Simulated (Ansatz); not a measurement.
## Ag wire along [111], 19 atoms a period: bands along the axis

Wanted: the relaxed geometry and the bands of the Ag wire along [111], 19 atoms a period.

Calculated with Ansatz 0.2.0; DFT PBE, plane waves, PAW; relaxation of a wire's period; PAW set soft_1, in the first sound run; inputs show where later runs differ.

**1. Set-up**

The cell holds 19 atoms: 19 Ag. Cell: a = 12.669 Å, b = 13.577 Å, c = 7.188 Å, α = 90.0°, β = 90.0°, γ = 90.0°. Vacuum lies along a and b. The structure's axis is c.

**2. Relaxing the period**

Band widths follow the bond lengths, so the wire is relaxed first. The atoms and the third cell vector are free; the box across stays fixed as vacuum. A Fermi-Dirac smearing is set since the result may be a metal. The pressure printed is a third of the stress's trace over the whole box, vacuum included; only the stress along the axis is relaxed.

Input file input.yaml:

```yaml
crystal:
  lattice:
    - [12.669, 0.0, 0.0]
    - [0.0, 13.577, 0.0]
    - [0.0, 0.0, 7.1880108514]
  atoms:
    - { symbol: Ag, position: [0.268371616, 0.499997114, 0.0] }
    - { symbol: Ag, position: [0.384185537, 0.687177316, 0.0] }
    - { symbol: Ag, position: [0.499999459, 0.499997114, 0.0] }
    - { symbol: Ag, position: [0.61581338, 0.687177316, 0.0] }
    - { symbol: Ag, position: [0.268371616, 0.624783915, 0.333333333] }
    - { symbol: Ag, position: [0.384185537, 0.437603713, 0.333333333] }
    - { symbol: Ag, position: [0.499999459, 0.624783915, 0.333333333] }
    - { symbol: Ag, position: [0.499999459, 0.25042351, 0.333333333] }
    - { symbol: Ag, position: [0.61581338, 0.437603713, 0.333333333] }
    - { symbol: Ag, position: [0.731627302, 0.624783915, 0.333333333] }
    - { symbol: Ag, position: [0.268371616, 0.375210312, 0.666666667] }
    - { symbol: Ag, position: [0.384185537, 0.562390514, 0.666666667] }
    - { symbol: Ag, position: [0.499999459, 0.375210312, 0.666666667] }
    - { symbol: Ag, position: [0.499999459, 0.749570717, 0.666666667] }
    - { symbol: Ag, position: [0.61581338, 0.562390514, 0.666666667] }
    - { symbol: Ag, position: [0.731627302, 0.375210312, 0.666666667] }
    - { symbol: Ag, position: [0.384185537, 0.312816911, 0.0] }
    - { symbol: Ag, position: [0.61581338, 0.312816911, 0.0] }
    - { symbol: Ag, position: [0.731627302, 0.499997114, 0.0] }
kpoints:
  mp_grid: { grid: [1, 1, 12] }
scf:
  occupations: { method: fermi_dirac, width: 0.05 }
hamiltonian:
  xc: pbe
  pseudopotentials: { kind: paw, azcp: { folder: soft_1 } }
relax:
  cell: { fix: [a, b, alpha, beta, gamma] }
  max_steps: 45
  f_tol: 0.03
```

The run is started by

```sh
> ansatz run input.yaml --threads 4 --pin off --max-ram 16384MiB --backend cpu --events-out ev --progress --plain --runs-dir out
```

Numbers of over 12 decimals in the logs are rounded to 6 here.

The log of the run:

```text
Engine: ansatz 0.2.0, aarch64-unknown-linux-gnu
Pseudopotentials: kind: paw
Pseudopotential: Ag, paw, valence charge 19, recommended cutoff 420 eV (normal), soft_1/Ag.paw.azcp
Functional definition: PBE
  parameter kappa = 0.804
  parameter beta = 0.066725
  exchange = pbe_x(kappa = kappa, mu = beta*pi^2/3)
  correlation = pbe_c(beta = beta)
Crystal: 19 atoms, lattice volume = 1236.388 Å³
Basis set: ecut = 420 eV, 24147 PW (Γ), exchange–correlation on 180×192×100 points (8 copies of the dense FFT grid, shifted against one another)
Bands: 217, of which v1, the nominal top of the filled ones, is band 181 counted from 1 (180 counted from 0)
Symmetry: 4 space group operations
Space group: P2/m (ITA 10), of the structure as read, at distance tolerance 1.1e-4 Å
k-points: 7 of 12
Non-local potential: Ag, projectors of the file, l = 0: 3, l = 1: 2, l = 2: 2, l = 3: 1
PAW form: soft (Blöchl's): semilocal exchange-correlation on the pseudo side does not see the compensation charge
PAW one-centre angular grid: Ag, 590 points (default); XC on 64 Gauss nodes
Initial density: superposition of atomic densities (neutral atoms: chi_scale 0, normalization atom)
Initial wavefunctions: pseudopotential atomic-orbital guess
Functional: x = pbe(κ = 0.804, μ = 0.219515), c = pbe(β = 0.066725)
SCF iter   1: F=—  HF=-144213.919937 eV  |F-HF|=—  |Δ(HF+E_count)|=         —  Δρ=2.51e-2  dr2=1.12e1  ethr=3.10e-3  ⟨swp⟩=6.1  Hψ=5829  notcnv=0  defer=91
preconditioner: auto → LDOS  [metal: Δε(μ)=0.104 eV  Ē_g=7.343 eV  σ=0.050 eV  W_gap=0.42  n_scr=240 (ndim 8)  ℏωp=15.3 eV  f_vac=0.624  D(μ)=6.44/eV (n_scr^D=12)  β→1.0]
SCF iter   2: F=—  HF=-144216.071862 eV  |F-HF|=—  |Δ(HF+E_count)|=    2.15e0  Δρ=3.81e-2  dr2=1.67e1  ethr=3.10e-3  ⟨swp⟩=3.0  Hψ=3343  notcnv=0  defer=184
SCF iter   3: F=—  HF=-144211.086510 eV  |F-HF|=—  |Δ(HF+E_count)|=    4.99e0  Δρ=6.79e-3  dr2=4.64e-1  ethr=3.10e-3  ⟨swp⟩=2.3  Hψ=2860  notcnv=0  defer=171
SCF iter   4: F=—  HF=-144211.002906 eV  |F-HF|=—  |Δ(HF+E_count)|=   8.36e-2  Δρ=1.31e-3  dr2=2.49e-2  ethr=1.29e-4  ⟨swp⟩=2.3  Hψ=2820  notcnv=0  defer=171
SCF iter   5: F=—  HF=-144210.998630 eV  |F-HF|=—  |Δ(HF+E_count)|=   4.28e-3  Δρ=4.55e-4  dr2=2.36e-3  ethr=6.90e-6  ⟨swp⟩=2.0  Hψ=2789  notcnv=0  defer=171
SCF iter   6: F=—  HF=-144210.999039 eV  |F-HF|=—  |Δ(HF+E_count)|=   4.09e-4  Δρ=1.30e-4  dr2=2.79e-4  ethr=6.53e-7  ⟨swp⟩=2.0  Hψ=2666  notcnv=0  defer=171
SCF iter   7: F=—  HF=-144210.999065 eV  |F-HF|=—  |Δ(HF+E_count)|=   2.57e-5  Δρ=4.22e-5  dr2=2.32e-5  ethr=7.74e-8  ⟨swp⟩=2.0  Hψ=2083  notcnv=0  defer=171
SCF iter   8: F=—  HF=-144210.998836 eV  |F-HF|=—  |Δ(HF+E_count)|=   2.28e-4  Δρ=1.14e-5  dr2=2.79e-6  ethr=6.44e-9  ⟨swp⟩=2.0  Hψ=2109  notcnv=0  defer=171
SCF iter   9: F=—  HF=-144210.998837 eV  |F-HF|=—  |Δ(HF+E_count)|=   1.36e-6  Δρ=4.54e-6  dr2=3.18e-7  ethr=7.74e-10  ⟨swp⟩=2.0  Hψ=2086  notcnv=0  defer=171
SCF iter  10: F=-144210.998838 eV  HF=-144210.998838 eV  |F-HF|=1.98e-9  |Δ(HF+E_count)|=   1.48e-7  Δρ=1.43e-6  dr2=3.11e-8  ethr=2.77e-11  ⟨swp⟩=5.0  Hψ=4787  notcnv=0
SCF 1 converged in 10 iterations: F = -144210.998838 eV  dr2 = 3.11e-8
  greatest PAW one-centre occupation: 1.001 electrons in one spin orbital (limit 2), on the Ag atom at site 12 (counted from 0), in its partial waves of l = 0
relax step   1: F+E_penalty+E_count = -144210.99883764 eV  Δ(F+E_penalty+E_count) = +0.000e0 eV  max|allowed force component| = 5.784e-1 eV/Å  Δτ_max = 0.0000 Å  P = -1.262 GPa  Ω = 1236.388 Å³  fix = [a, b, alpha, beta, gamma]  reactions: a -1.004, b -0.980 GPa; alpha +0.001 GPa/rad  (10 SCF iters, dr2 threshold 1.00e-7 eV, accepted)
Crystal: 19 atoms, lattice volume = 1195.620 Å³
Basis set: ecut = 420 eV, 23373 PW (Γ), exchange–correlation on 180×192×100 points (8 copies of the dense FFT grid, shifted against one another)
Initial density: handed on by an earlier stage of this run
Initial wavefunctions: those handed on with the density
iter 1 solved again at ethr=4.72e-5 eV; its pass at ethr=3.10e-3 eV (dr2=1.70e-1 eV) is discarded
SCF iter   1: F=—  HF=-144211.584140 eV  |F-HF|=—  |Δ(HF+E_count)|=         —  Δρ=3.65e-3  dr2=1.73e-1  ethr=4.72e-5  ⟨swp⟩=4.1  Hψ=7373  notcnv=0
preconditioner: auto → LDOS  [metal: Δε(μ)=0.111 eV  Ē_g=7.807 eV  σ=0.050 eV  W_gap=0.42  n_scr=232 (ndim 8)  ℏωp=15.5 eV  f_vac=0.635  D(μ)=5.25/eV (n_scr^D=8)  β→1.0]
SCF iter   2: F=—  HF=-144211.629812 eV  |F-HF|=—  |Δ(HF+E_count)|=   4.57e-2  Δρ=5.40e-3  dr2=3.08e-1  ethr=4.72e-5  ⟨swp⟩=2.1  Hψ=2990  notcnv=0
SCF iter   3: F=—  HF=-144211.542831 eV  |F-HF|=—  |Δ(HF+E_count)|=   8.70e-2  Δρ=1.05e-3  dr2=1.08e-2  ethr=4.72e-5  ⟨swp⟩=2.0  Hψ=2542  notcnv=0  defer=188
SCF iter   4: F=—  HF=-144211.540851 eV  |F-HF|=—  |Δ(HF+E_count)|=   1.98e-3  Δρ=1.79e-4  dr2=5.51e-4  ethr=2.99e-6  ⟨swp⟩=2.0  Hψ=2505  notcnv=0  defer=188
SCF iter   5: F=—  HF=-144211.540312 eV  |F-HF|=—  |Δ(HF+E_count)|=   5.39e-4  Δρ=4.97e-5  dr2=2.56e-5  ethr=1.53e-7  ⟨swp⟩=2.0  Hψ=2547  notcnv=0  defer=188
SCF iter   6: F=—  HF=-144211.540320 eV  |F-HF|=—  |Δ(HF+E_count)|=   8.31e-6  Δρ=1.88e-5  dr2=4.09e-6  ethr=7.09e-9  ⟨swp⟩=3.7  Hψ=3064  notcnv=0  defer=188
SCF iter   7: F=-144211.540321 eV  HF=-144211.540321 eV  |F-HF|=3.57e-8  |Δ(HF+E_count)|=   4.18e-7  Δρ=5.06e-6  dr2=3.05e-7  ethr=5.26e-10  ⟨swp⟩=4.0  Hψ=4784  notcnv=0
SCF 2 converged in 7 iterations: F = -144211.540321 eV  dr2 = 3.05e-7
relax step   2: F+E_penalty+E_count = -144211.54032081 eV  Δ(F+E_penalty+E_count) = -5.415e-1 eV  max|allowed force component| = 1.921e-1 eV/Å  Δτ_max = 0.1391 Å  P = +0.303 GPa  Ω = 1195.620 Å³  energy of the carried Pulay correction = +5.446e-3 eV  fix = [a, b, alpha, beta, gamma]  reactions: a +0.334, b +0.379 GPa; alpha -0.006 GPa/rad  (7 SCF iters, dr2 threshold 1.90e-6 eV, accepted)
Crystal: 19 atoms, lattice volume = 1195.674 Å³
iter 1 solved again at ethr=5.02e-6 eV; its pass at ethr=3.10e-3 eV (dr2=1.81e-2 eV) is discarded
SCF iter   1: F=—  HF=-144211.594986 eV  |F-HF|=—  |Δ(HF+E_count)|=         —  Δρ=1.34e-3  dr2=1.92e-2  ethr=5.02e-6  ⟨swp⟩=3.0  Hψ=6594  notcnv=0
preconditioner: auto → LDOS  [insulator: Δε(μ)=0.186 eV  Ē_g=7.830 eV  σ=0.050 eV  W_gap=0.59  n_scr=232 (ndim 8)  ℏωp=15.5 eV  f_vac=0.631  D(μ)=5.18/eV (n_scr^D=8)  ε∞_Penn≈4.9  β→1.0]
SCF iter   2: F=—  HF=-144211.598523 eV  |F-HF|=—  |Δ(HF+E_count)|=   3.54e-3  Δρ=1.36e-3  dr2=3.46e-2  ethr=5.02e-6  ⟨swp⟩=2.0  Hψ=2904  notcnv=0
SCF iter   3: F=—  HF=-144211.590186 eV  |F-HF|=—  |Δ(HF+E_count)|=   8.34e-3  Δρ=2.16e-4  dr2=4.41e-4  ethr=5.02e-6  ⟨swp⟩=2.0  Hψ=2765  notcnv=0
SCF iter   4: F=—  HF=-144211.589764 eV  |F-HF|=—  |Δ(HF+E_count)|=   4.23e-4  Δρ=1.43e-4  dr2=2.27e-4  ethr=1.22e-7  ⟨swp⟩=2.0  Hψ=2783  notcnv=0
SCF iter   5: F=—  HF=-144211.589707 eV  |F-HF|=—  |Δ(HF+E_count)|=   5.68e-5  Δρ=1.70e-5  dr2=2.54e-6  ethr=6.27e-8  ⟨swp⟩=2.0  Hψ=2502  notcnv=0
SCF iter   6: F=-144211.589709 eV  HF=-144211.589709 eV  |F-HF|=6.76e-8  |Δ(HF+E_count)|=   2.15e-6  Δρ=5.51e-6  dr2=4.04e-7  ethr=5.26e-10  ⟨swp⟩=4.6  Hψ=4809  notcnv=0
SCF 3 converged in 6 iterations: F = -144211.589709 eV  dr2 = 4.04e-7
relax step   3: F+E_penalty+E_count = -144211.58970875 eV  Δ(F+E_penalty+E_count) = -4.939e-2 eV  max|allowed force component| = 2.873e-2 eV/Å  Δτ_max = 0.0542 Å  P = -0.093 GPa  Ω = 1195.674 Å³  energy of the carried Pulay correction = +5.439e-3 eV  fix = [a, b, alpha, beta, gamma]  reactions: a -0.143, b -0.100 GPa; alpha -0.003 GPa/rad  (6 SCF iters, dr2 threshold 1.90e-6 eV, accepted)
Basis set: ecut = 420 eV, 23373 PW (Γ), exchange–correlation on 180×192×96 points (8 copies of the dense FFT grid, shifted against one another)
Initial wavefunctions: pseudopotential atomic-orbital guess (no wavefunctions were taken with the density)
iter 1 solved again at ethr=3.55e-7 eV; its pass at ethr=3.10e-3 eV (dr2=1.28e-3 eV) is discarded
SCF iter   1: F=—  HF=-144211.583165 eV  |F-HF|=—  |Δ(HF+E_count)|=         —  Δρ=5.91e-5  dr2=6.74e-6  ethr=3.55e-7  ⟨swp⟩=4.6  Hψ=10255  notcnv=0
preconditioner: auto → LDOS  [insulator: Δε(μ)=0.186 eV  Ē_g=7.820 eV  σ=0.050 eV  W_gap=0.59  n_scr=232 (ndim 8)  ℏωp=15.5 eV  f_vac=0.631  D(μ)=5.19/eV (n_scr^D=8)  ε∞_Penn≈4.9  β→1.0]
SCF iter   2: F=—  HF=-144211.583494 eV  |F-HF|=—  |Δ(HF+E_count)|=   3.29e-4  Δρ=3.77e-5  dr2=1.34e-5  ethr=1.87e-9  ⟨swp⟩=3.0  Hψ=3495  notcnv=0
SCF iter   3: F=—  HF=-144211.583491 eV  |F-HF|=—  |Δ(HF+E_count)|=   3.16e-6  Δρ=1.91e-5  dr2=3.69e-6  ethr=1.87e-9  ⟨swp⟩=2.0  Hψ=2783  notcnv=0
SCF iter   4: F=—  HF=-144211.583490 eV  |F-HF|=—  |Δ(HF+E_count)|=   9.86e-7  Δρ=5.30e-6  dr2=3.01e-7  ethr=1.02e-9  ⟨swp⟩=2.0  Hψ=2224  notcnv=0
SCF iter   5: F=—  HF=-144211.583490 eV  |F-HF|=—  |Δ(HF+E_count)|=   8.29e-8  Δρ=9.66e-7  dr2=1.03e-8  ethr=8.35e-11  ⟨swp⟩=2.0  Hψ=2246  notcnv=0
SCF iter   6: F=—  HF=-144211.583490 eV  |F-HF|=—  |Δ(HF+E_count)|=   2.39e-9  Δρ=1.36e-7  dr2=2.11e-10  ethr=2.85e-12  ⟨swp⟩=2.1  Hψ=2766  notcnv=0
SCF iter   7: F=-144211.583490 eV  HF=-144211.583490 eV  |F-HF|=1.75e-10  |Δ(HF+E_count)|=  5.82e-11  Δρ=4.94e-8  dr2=2.95e-11  ethr=1.00e-12  ⟨swp⟩=4.0  Hψ=4719  notcnv=0
SCF 4 converged in 7 iterations: F = -144211.583490 eV  dr2 = 2.95e-11
relax step   4: F+E_penalty+E_count = -144211.58348982 eV  Δ(F+E_penalty+E_count) = +6.219e-3 eV  max|allowed force component| = 2.899e-2 eV/Å  Δτ_max = 0.0000 Å  P = -0.090 GPa  Ω = 1195.674 Å³  fix = [a, b, alpha, beta, gamma]  reactions: a -0.140, b -0.097 GPa; alpha -0.003 GPa/rad  stress off target by 3.32e-2 GPa on what of the cell is left free  SCF on the basis re-selected at this cell (its energy is not comparable with the rows above)  (7 SCF iters)
basis re-selected at this cell: Δ(F+E_penalty+E_count) = +6.219e-3 eV, ΔP = +0.003 GPa vs the last step (what re-selecting the basis moved, of the pressure what is left beyond the Pulay correction that the steps carried, after the strain that the cell walked since its last selection, with what the two solves' SCF thresholds leave and, on support functions, any second-order correction that the steps lacked; it is no measure of the basis error at this ecutwfc). The dense FFT grid was sized anew with the basis: this SCF ran on 90×96×48 points, the steps before it on 90×96×50, so part of this shift can come from that change (see relax.cell in the input reference). [rest of the remark cut]
SCF converged after 7 iterations
Free energy (F): -144211.583490 eV
Harris-Foulkes:  -144211.583490 eV  (|F-HF|=1.75e-10)
Internal energy: -144211.541118 eV  (E = F + TS)
E sigma→0 (E₀):  -144211.562304 eV
Entropy (-TS):   -0.042371 eV (-2.230 meV/atom)
Fermi energy:    1.571010 eV
--- Per-component energies (eV) ---
  E_band       = -9994.681630
  E_kinetic    = 8891.595494
  E_local      = -212643.351806  (includes V_loc(G=0)·N_el)
  E_nonlocal   = 613.130927
  E_hartree    = 103242.214775
  E_xc         = -3003.539966
  E_vxc        = -3798.248883  (∫ρ·V_xc dr)
  E_paw        = -75174.465783  (= ΣΔE_a)
  E_vpaw       = -9542.244384  (= ΣTr[D̂ρ^β])
  E_aug_tail   = 0.007014  (compensation charges beyond the density's cutoff)
  E_ewald      = 33862.868227
  E_smearing   = -0.042371  (= −TS)
  E_closure    = -0.000000  (closes the sum)
  Σ components = -144211.583490   (vs F -144211.583490, Δ=0.00e0)
--- Forces (eV/Å), atoms counted from 1 ---
  atom   1  Ag     0.01822743    -0.00000000    -0.00000000
  atom   2  Ag     0.00959549    -0.01724577     0.00054326
  atom   3  Ag     0.00000000     0.00000000     0.00000000
  atom   4  Ag    -0.00959549    -0.01724577     0.00054326
  atom   5  Ag     0.01140899    -0.00672828    -0.00581996
  atom   6  Ag     0.02569801     0.01415373    -0.00601855
  atom   7  Ag     0.00000000    -0.02899449    -0.00536230
  atom   8  Ag    -0.00000000     0.01432361    -0.00831796
  atom   9  Ag    -0.02569801     0.01415373    -0.00601855
  atom  10  Ag    -0.01140899    -0.00672828    -0.00581996
  atom  11  Ag     0.01140899     0.00672828     0.00581996
  atom  12  Ag     0.02569801    -0.01415373     0.00601855
  atom  13  Ag    -0.00000000     0.02899449     0.00536230
  atom  14  Ag     0.00000000    -0.01432361     0.00831796
  atom  15  Ag    -0.02569801    -0.01415373     0.00601855
  atom  16  Ag    -0.01140899     0.00672828     0.00581996
  atom  17  Ag     0.00959549     0.01724577    -0.00054326
  atom  18  Ag    -0.00959549     0.01724577    -0.00054326
  atom  19  Ag    -0.01822743     0.00000000     0.00000000
  max |Σ_I F_I| component: 6.94e-18 eV/Å
--- Stress (GPa, compression-positive) ---
       -0.140005       0.000000      -0.000000
        0.000000      -0.096848       0.002570
       -0.000000       0.002570      -0.033194
  P = ⅓ Tr σ = -0.0900 GPa (-0.900 kbar)
--- Relaxed structure (3 steps of the walk, 3 accepted, 1 SCFs on fresh bases) ---
  F+E_penalty+E_count = -144211.58348982 eV   max|allowed force component| = 2.899e-2 eV/Å   (the final SCF, on the basis selected at the relaxed cell)
  cell:  # Å, volume = 1195.6743 Å³
    - [12.669, 0.0, 0]
    - [0.0, 13.577, 0]
    - [0, 0, 6.951311]
  atoms:
    - { symbol: Ag, position: [0.270412, 0.500000, 0] }
    - { symbol: Ag, position: [0.385438, 0.685031, 0.000564447] }
    - { symbol: Ag, position: [0.500000, 0.500000, 0] }
    - { symbol: Ag, position: [0.614562, 0.685031, 0.000564447] }
    - { symbol: Ag, position: [0.276599, 0.619704, 0.329493] }
    - { symbol: Ag, position: [0.379270, 0.434881, 0.334929] }
    - { symbol: Ag, position: [0.500000, 0.630136, 0.335582] }
    - { symbol: Ag, position: [0.500000, 0.259526, 0.328766] }
    - { symbol: Ag, position: [0.620730, 0.434881, 0.334929] }
    - { symbol: Ag, position: [0.723401, 0.619704, 0.329493] }
    - { symbol: Ag, position: [0.276599, 0.380296, 0.670507] }
    - { symbol: Ag, position: [0.379270, 0.565119, 0.665071] }
    - { symbol: Ag, position: [0.500000, 0.369864, 0.664418] }
    - { symbol: Ag, position: [0.500000, 0.740474, 0.671234] }
    - { symbol: Ag, position: [0.620730, 0.565119, 0.665071] }
    - { symbol: Ag, position: [0.723401, 0.380296, 0.670507] }
    - { symbol: Ag, position: [0.385438, 0.314969, -0.000564447] }
    - { symbol: Ag, position: [0.614562, 0.314969, -0.000564447] }
    - { symbol: Ag, position: [0.729588, 0.500000, 0] }
```

The job ended after 2.2 min (4 threads of Arm Neoverse V1, shared host; peak memory 4.6 GiB).

(Continued in part 2 of 2.)

[Logs are printed without paths, hosts, clocks, repeated set-up lines and the standing remarks that a program may print on its own settings, such as how far it seeks lower states.]

[Hosts, paths, dates, database ids (printed as entryN), source tags and the programs' standing remarks are cut or masked in the printed files.]
